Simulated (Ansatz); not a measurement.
## EuMg2Sb2: which texture of moments is lowest

Aim: rank collinear and non-collinear patterns of moments in one cell of EuMg2Sb2.

Main program and level: Ansatz 0.2.0; PBEsol with U = 6 eV on Eu f (ortho-atomic projectors), PAW set soft_1 (files made for PBE).

Most raw output is cut from this account.

## (1) Starting point

It takes space group P-3m1 (No. 164, trigonal). The conventional cell has a = 4.695 Å, b = 4.695 Å, c = 7.724 Å, α = 90.00°, β = 90.00°, γ = 120.00°. Nearest to Eu lie 6 Sb at 3.34 Å. Nearest to Mg lie 4 Sb at 2.86 to 2.92 Å. Sb has 4 Mg at 2.86 to 2.92 Å and 3 Eu at 3.34 Å nearest. Farther neighbours are not listed.

The cell of this run holds 15 atoms, 3 of them with a starting moment; values «a cell» refer to the cell of the run in question.

## (2) Two spin channels first

First a free collinear run, to see which state the typed moments lead to.

Input file input.yaml:

```yaml
crystal:
  lattice:
    - [-7.0425, -4.0659892708, 0.0]
    - [-7.0425, 4.0659892708, 0.0]
    - [-4.695, 0.0, -7.724]
  atoms:
    - { symbol: Eu, position: [0.6666666667, 0.6666666667, 0.0], spin: 7.0 }
    - { symbol: Eu, position: [0.3333333333, 0.3333333333, 0.0], spin: 7.0 }
    - { symbol: Eu, position: [0.0, 0.0, 0.0], spin: 7.0 }
    - { symbol: Mg, position: [0.5436, 0.2102666667, 0.3692] }
    - { symbol: Mg, position: [0.2102666667, 0.8769333334, 0.3692] }
    - { symbol: Mg, position: [0.8769333333, 0.5436, 0.3692] }
    - { symbol: Mg, position: [0.4564, 0.7897333333, 0.6308] }
    - { symbol: Mg, position: [0.1230666667, 0.4564, 0.6308] }
    - { symbol: Mg, position: [0.7897333333, 0.1230666666, 0.6308] }
    - { symbol: Sb, position: [0.5823666667, 0.9157, 0.2529] }
    - { symbol: Sb, position: [0.2490333333, 0.5823666666, 0.2529] }
    - { symbol: Sb, position: [0.9157, 0.2490333333, 0.2529] }
    - { symbol: Sb, position: [0.4176333333, 0.0843, 0.7471] }
    - { symbol: Sb, position: [0.0843, 0.7509666667, 0.7471] }
    - { symbol: Sb, position: [0.7509666667, 0.4176333334, 0.7471] }
magnetization:
  spin_polarized: true
kpoints:
  mp_grid: { grid: [4, 4, 4] }
hamiltonian:
  xc: pbesol
  hubbard:
    projectors: ortho-atomic
    sites: [{ species: Eu, l: f, u_eff: 6.0 }]
  pseudopotentials: { kind: paw, azcp: { folder: soft_1 }, xc_functional: pbe }
scf:
  occupations: { method: fermi_dirac, width: 0.05 }
  max_iter: 120
  convergence: { dr2_threshold: 1.0e-08 }
output:
  write_density: true
  write_potential: true
  elf: true
  volumetric_format: npy
```

Command:

```
$ ansatz run input.yaml --threads 2 --pin off --max-ram 4096MiB --backend cpu --events-out ev --progress --plain --runs-dir out
```

It took 2.7 min on 2 threads of Arm Neoverse V2, shared host; peak memory 1.8 GiB; 5.1 min of CPU time.

Spin moment in the atom's sphere by atom:

| atom | spin moment in the atom's sphere (μB) |
| --- | --- |
| Eu1 | 6.95 |
| Eu2 | 6.95 |
| Eu3 | 6.95 |
| Mg4 | -0.01 |
| Mg5 | -0.01 |
| Mg6 | -0.01 |
| Mg7 | -0.01 |
| Mg8 | -0.01 |
| Mg9 | -0.01 |
| Sb10 | -0.02 |
| Sb11 | -0.02 |
| Sb12 | -0.02 |
| Sb13 | -0.02 |
| Sb14 | -0.02 |
| Sb15 | -0.02 |

Tables count atoms from 1; parts of the log count from 0.

The run ends ferromagnetic, with a net moment of 21 μB a cell. Only this order was typed.

Spin density in the ab plane at fractional z = 0.000, with atoms of Eu within 0.2 Å of it.

Ten even steps from '0' (0 e/Å³) to '9' (14 e/Å³), each cell a mean:
```
74000000000000000000003
11000000000000000000000
00000000000000000000000
00000000000000000000000
00000000000000000000000
00000000000000110000000
00000000000001562000000
00000000000000496100000
00000000000000145100000
00000000000000001000000
00000000000000000000000
00000000000000000000000
00000000000000000000000
00000022100000000000000
00000038610000000000000
00000017820000000000000
00000001320000000000000
00000000000000000000000
00000000000000000000000
00000000000000000000000
00000000000000000000000
30000000000000000000014
93000000000000000000017
```
Columns run along a (8.1 Å), rows up along b (8.1 Å). Atoms in or near the plane, at fractional coordinates: Eu at (0.67, 0.67), Eu at (0.33, 0.33), Eu at (0.00, 0.00).

Valence density in the ab plane at fractional z = 0.000, with atoms of Eu within 0.2 Å of it. It is the smooth field of the valence electrons, not physical close to the nuclei.

Ten steps, logarithmic in the rise over the least value, from '0' (0 e/Å³) to '9' (16 e/Å³), each cell a mean:
```
98631000000000000000258
77631000000000000000135
45431000000000000000012
12210000000012110000000
00000000000134432000000
00000000000146765200000
00000000000136897520000
00000000000025899631000
00000000000013688741000
00000000000001356642000
00000000000000123431000
00001222100000001110000
00012455310000000000000
00013577641000000000000
00002589963100000000000
00001479975200000000000
00000257875200000000000
00000024554200000000000
00000001232100000000111
21000000001000000001333
53100000000000000002466
86310000000000000002578
98520000000000000001479
```
Columns run along a (8.1 Å), rows up along b (8.1 Å). Atoms in or near the plane, at fractional coordinates: Eu at (0.67, 0.67), Eu at (0.33, 0.33), Eu at (0.00, 0.00).

ELF in the ab plane at fractional z = 0.000, with atoms of Eu within 0.2 Å of it. It is the smooth field of the valence electrons, not physical close to the nuclei.

Ten even steps from '_' (0.05) to '@' (0.74), each cell a mean:
```
::**@@##..__..--==--..____..::----::____==@@##
@@@@@@##..____::::::..________..::::..__..++@@
%%@@%%**..____......______________....____..==
::====::________________::----..______________
____________......____::**%%%%##--______....__
..________..::::::____::%%@@@@@@%%==____..::::
--::..____..------..__..##@@++--%%%%--____::--
==--::..__..--====::____++@@**__--@@##..__..--
----::..____..------..__..##@@**++@@%%--____::
::::..__________..::..____::##@@@@@@%%--____..
....________________..______..++##%%**::______
________::++++==..______________..::::________
..____..++@@@@@@##::____......____________....
::..__..**@@@@%%@@%%::____::--::..______..::--
==::____==@@##..==@@##..__..--==--::..__..::==
==--..__::%%@@--..%%@@==____--==--::..__..::--
----::____--%%@@##@@@@++____..----::..______..
__......____--%%@@@@@@++______......__________
______________::==**++::______..________......
==..______..______....______....______::**####
@@**..____..::..__________..::::..____==%%@@@@
##@@**..__..----::..____..::----::____==@@@@**
__##@@==____--====::..__..::--==--..__::%%@@::
```
Columns run along a (8.1 Å), rows up along b (8.1 Å). Atoms in or near the plane, at fractional coordinates: Eu at (0.67, 0.67), Eu at (0.33, 0.33), Eu at (0.00, 0.00).

Signs and angles in the names of the patterns follow the order of the magnetic atoms in the input, which need not be their order in space.

In the spinor runs that follow the search for lower states is off.

## (3) Start: ferro

The parallel pattern comes first.

Edit input.yaml of step 2 so:

```diff
@@ -6,5 +6,5 @@
   atoms:
-    - { symbol: Eu, position: [0.6666666667, 0.6666666667, 0.0], spin: 7.0 }
-    - { symbol: Eu, position: [0.3333333333, 0.3333333333, 0.0], spin: 7.0 }
-    - { symbol: Eu, position: [0.0, 0.0, 0.0], spin: 7.0 }
+    - { symbol: Eu, position: [0.6666666667, 0.6666666667, 0.0], spin: 6.95, spin_axis: [0.0, 0.0, 1.0] }
+    - { symbol: Eu, position: [0.3333333333, 0.3333333333, 0.0], spin: 6.95, spin_axis: [0.0, 0.0, 1.0] }
+    - { symbol: Eu, position: [0.0, 0.0, 0.0], spin: 6.95, spin_axis: [0.0, 0.0, 1.0] }
     - { symbol: Mg, position: [0.5436, 0.2102666667, 0.3692] }
@@ -21,4 +21,2 @@
     - { symbol: Sb, position: [0.7509666667, 0.4176333334, 0.7471] }
-magnetization:
-  spin_polarized: true
 kpoints:
@@ -35,6 +33,6 @@
   convergence: { dr2_threshold: 1.0e-08 }
-output:
-  write_density: true
-  write_potential: true
-  elf: true
-  volumetric_format: npy
+  lower_state_search: "off"
+basis:
+  ecutwfc: 420.0
+magnetization:
+  noncollinear: true
```

Run time: 5.4 min. Hardware: 2 threads; peak memory 3.7 GiB.

It ends ferromagnetic; the largest site carries 6.95 μB.

Spin moment in the atom's sphere by atom:

| atom | x (μB) | y (μB) | z (μB) | size |
| --- | --- | --- | --- | --- |
| Eu1 | 0.00 | 0.00 | 6.95 | 6.95 |
| Eu2 | 0.00 | 0.00 | 6.95 | 6.95 |
| Eu3 | 0.00 | 0.00 | 6.95 | 6.95 |
| Mg4 | 0.00 | 0.00 | -0.01 | 0.01 |
| Mg5 | 0.00 | 0.00 | -0.01 | 0.01 |
| Mg6 | 0.00 | 0.00 | -0.01 | 0.01 |
| Mg7 | 0.00 | 0.00 | -0.01 | 0.01 |
| Mg8 | 0.00 | 0.00 | -0.01 | 0.01 |
| Mg9 | 0.00 | 0.00 | -0.01 | 0.01 |
| Sb10 | 0.00 | 0.00 | -0.02 | 0.02 |
| Sb11 | 0.00 | 0.00 | -0.02 | 0.02 |
| Sb12 | 0.00 | 0.00 | -0.02 | 0.02 |
| Sb13 | 0.00 | 0.00 | -0.02 | 0.02 |
| Sb14 | 0.00 | 0.00 | -0.02 | 0.02 |
| Sb15 | 0.00 | 0.00 | -0.02 | 0.02 |

## (4) Start: 120 degrees in the xy plane

A symmetric pattern; a run keeps it where it is stationary.

Edit input.yaml of step 3 so:

```diff
@@ -6,5 +6,5 @@
   atoms:
-    - { symbol: Eu, position: [0.6666666667, 0.6666666667, 0.0], spin: 6.95, spin_axis: [0.0, 0.0, 1.0] }
-    - { symbol: Eu, position: [0.3333333333, 0.3333333333, 0.0], spin: 6.95, spin_axis: [0.0, 0.0, 1.0] }
-    - { symbol: Eu, position: [0.0, 0.0, 0.0], spin: 6.95, spin_axis: [0.0, 0.0, 1.0] }
+    - { symbol: Eu, position: [0.6666666667, 0.6666666667, 0.0], spin: 6.95, spin_axis: [1.0, 0.0, 0.0] }
+    - { symbol: Eu, position: [0.3333333333, 0.3333333333, 0.0], spin: 6.95, spin_axis: [-0.5, 0.866025, 0.0] }
+    - { symbol: Eu, position: [0.0, 0.0, 0.0], spin: 6.95, spin_axis: [-0.5, -0.866025, 0.0] }
     - { symbol: Mg, position: [0.5436, 0.2102666667, 0.3692] }
@@ -38 +38,6 @@
   noncollinear: true
+output:
+  write_density: true
+  write_potential: true
+  elf: true
+  volumetric_format: npy
```

Command:

```
$ ansatz run input.yaml --threads 4 --pin off --max-ram 8192MiB --backend cpu --events-out ev --progress --plain --runs-dir out
```

Elapsed: 15 min, on 4 threads; peak memory 7.5 GiB.

The run was cut off at the time left to it in the session, and no result is taken from it.

## (5) Start: random 2

Random directions favour no pattern, so the moments can find one that was not thought of.

input.yaml, the sections that differ from step 4:

```yaml
crystal:
  lattice:
    - [-7.0425, -4.0659892708, 0.0]
    - [-7.0425, 4.0659892708, 0.0]
    - [-4.695, 0.0, -7.724]
  atoms:
    - { symbol: Eu, position: [0.6666666667, 0.6666666667, 0.0], spin: 6.95, spin_axis: [0.448386, 0.84733, -0.284572] }
    - { symbol: Eu, position: [0.3333333333, 0.3333333333, 0.0], spin: 6.95, spin_axis: [0.550186, -0.512886, -0.658972] }
    - { symbol: Eu, position: [0.0, 0.0, 0.0], spin: 6.95, spin_axis: [0.098686, -0.39658, 0.912681] }
    - { symbol: Mg, position: [0.5436, 0.2102666667, 0.3692] }
    - { symbol: Mg, position: [0.2102666667, 0.8769333334, 0.3692] }
    - { symbol: Mg, position: [0.8769333333, 0.5436, 0.3692] }
    - { symbol: Mg, position: [0.4564, 0.7897333333, 0.6308] }
    - { symbol: Mg, position: [0.1230666667, 0.4564, 0.6308] }
    - { symbol: Mg, position: [0.7897333333, 0.1230666666, 0.6308] }
    - { symbol: Sb, position: [0.5823666667, 0.9157, 0.2529] }
    - { symbol: Sb, position: [0.2490333333, 0.5823666666, 0.2529] }
    - { symbol: Sb, position: [0.9157, 0.2490333333, 0.2529] }
    - { symbol: Sb, position: [0.4176333333, 0.0843, 0.7471] }
    - { symbol: Sb, position: [0.0843, 0.7509666667, 0.7471] }
    - { symbol: Sb, position: [0.7509666667, 0.4176333334, 0.7471] }
# kpoints, hamiltonian, scf, basis, magnetization: as in step 4
# output: removed
```

Run time: 40 min. Hardware: 4 threads; peak memory 7.5 GiB.

The run was cut off at the time left to it in the session, and no result is taken from it.

## (6) Start: random 1

Edit input.yaml of step 5 so:

```diff
@@ -6,5 +6,5 @@
   atoms:
-    - { symbol: Eu, position: [0.6666666667, 0.6666666667, 0.0], spin: 6.95, spin_axis: [0.448386, 0.84733, -0.284572] }
-    - { symbol: Eu, position: [0.3333333333, 0.3333333333, 0.0], spin: 6.95, spin_axis: [0.550186, -0.512886, -0.658972] }
-    - { symbol: Eu, position: [0.0, 0.0, 0.0], spin: 6.95, spin_axis: [0.098686, -0.39658, 0.912681] }
+    - { symbol: Eu, position: [0.6666666667, 0.6666666667, 0.0], spin: 6.95, spin_axis: [0.818266, -0.250867, 0.51721] }
+    - { symbol: Eu, position: [0.3333333333, 0.3333333333, 0.0], spin: 6.95, spin_axis: [0.595382, -0.803095, 0.023635] }
+    - { symbol: Eu, position: [0.0, 0.0, 0.0], spin: 6.95, spin_axis: [0.434084, -0.812944, -0.388193] }
     - { symbol: Mg, position: [0.5436, 0.2102666667, 0.3692] }
```

Run time: 40 min. Hardware: 4 threads; peak memory 7.4 GiB.

The run was cut off at the time left to it in the session, and no result is taken from it.

## (7) Start: collinear ++-

Edit input.yaml of step 6 so:

```diff
@@ -6,5 +6,5 @@
   atoms:
-    - { symbol: Eu, position: [0.6666666667, 0.6666666667, 0.0], spin: 6.95, spin_axis: [0.818266, -0.250867, 0.51721] }
-    - { symbol: Eu, position: [0.3333333333, 0.3333333333, 0.0], spin: 6.95, spin_axis: [0.595382, -0.803095, 0.023635] }
-    - { symbol: Eu, position: [0.0, 0.0, 0.0], spin: 6.95, spin_axis: [0.434084, -0.812944, -0.388193] }
+    - { symbol: Eu, position: [0.6666666667, 0.6666666667, 0.0], spin: 6.95, spin_axis: [0.0, 0.0, 1.0] }
+    - { symbol: Eu, position: [0.3333333333, 0.3333333333, 0.0], spin: 6.95, spin_axis: [0.0, 0.0, 1.0] }
+    - { symbol: Eu, position: [0.0, 0.0, 0.0], spin: 6.95, spin_axis: [0.0, 0.0, -1.0] }
     - { symbol: Mg, position: [0.5436, 0.2102666667, 0.3692] }
```

Wall time 2.9 min (4 threads); peak memory 5.6 GiB.

It ends ferrimagnetic; the largest site carries 6.95 μB.

## (8) Start: umbrella

Edit input.yaml of step 7 so:

```diff
@@ -6,5 +6,5 @@
   atoms:
-    - { symbol: Eu, position: [0.6666666667, 0.6666666667, 0.0], spin: 6.95, spin_axis: [0.0, 0.0, 1.0] }
-    - { symbol: Eu, position: [0.3333333333, 0.3333333333, 0.0], spin: 6.95, spin_axis: [0.0, 0.0, 1.0] }
-    - { symbol: Eu, position: [0.0, 0.0, 0.0], spin: 6.95, spin_axis: [0.0, 0.0, -1.0] }
+    - { symbol: Eu, position: [0.6666666667, 0.6666666667, 0.0], spin: 6.95, spin_axis: [0.894427, 0.0, 0.447214] }
+    - { symbol: Eu, position: [0.3333333333, 0.3333333333, 0.0], spin: 6.95, spin_axis: [-0.447214, 0.774597, 0.447214] }
+    - { symbol: Eu, position: [0.0, 0.0, 0.0], spin: 6.95, spin_axis: [-0.447214, -0.774597, 0.447214] }
     - { symbol: Mg, position: [0.5436, 0.2102666667, 0.3692] }
```

The job ended after 7.2 min (4 threads; peak memory 7.4 GiB).

The run was cut off at the time left to it in the session, and no result is taken from it.

## (9) Side runs that gave no result

| changed | outcome |
| --- | --- |
| none (memory cap of the command) | refused or stopped by the program |

[Logs and program files are shortened in this print: banners, set-up blocks, solver, clock and traceback lines can be left out without a mark of their own.]

[Logs are printed without paths, hosts, clocks, repeated set-up lines and the standing remarks that a program may print on its own settings, such as how far it seeks lower states.]

[Hosts, paths, dates, database ids (printed as entryN), source tags and the programs' standing remarks are cut or masked in the printed files.]
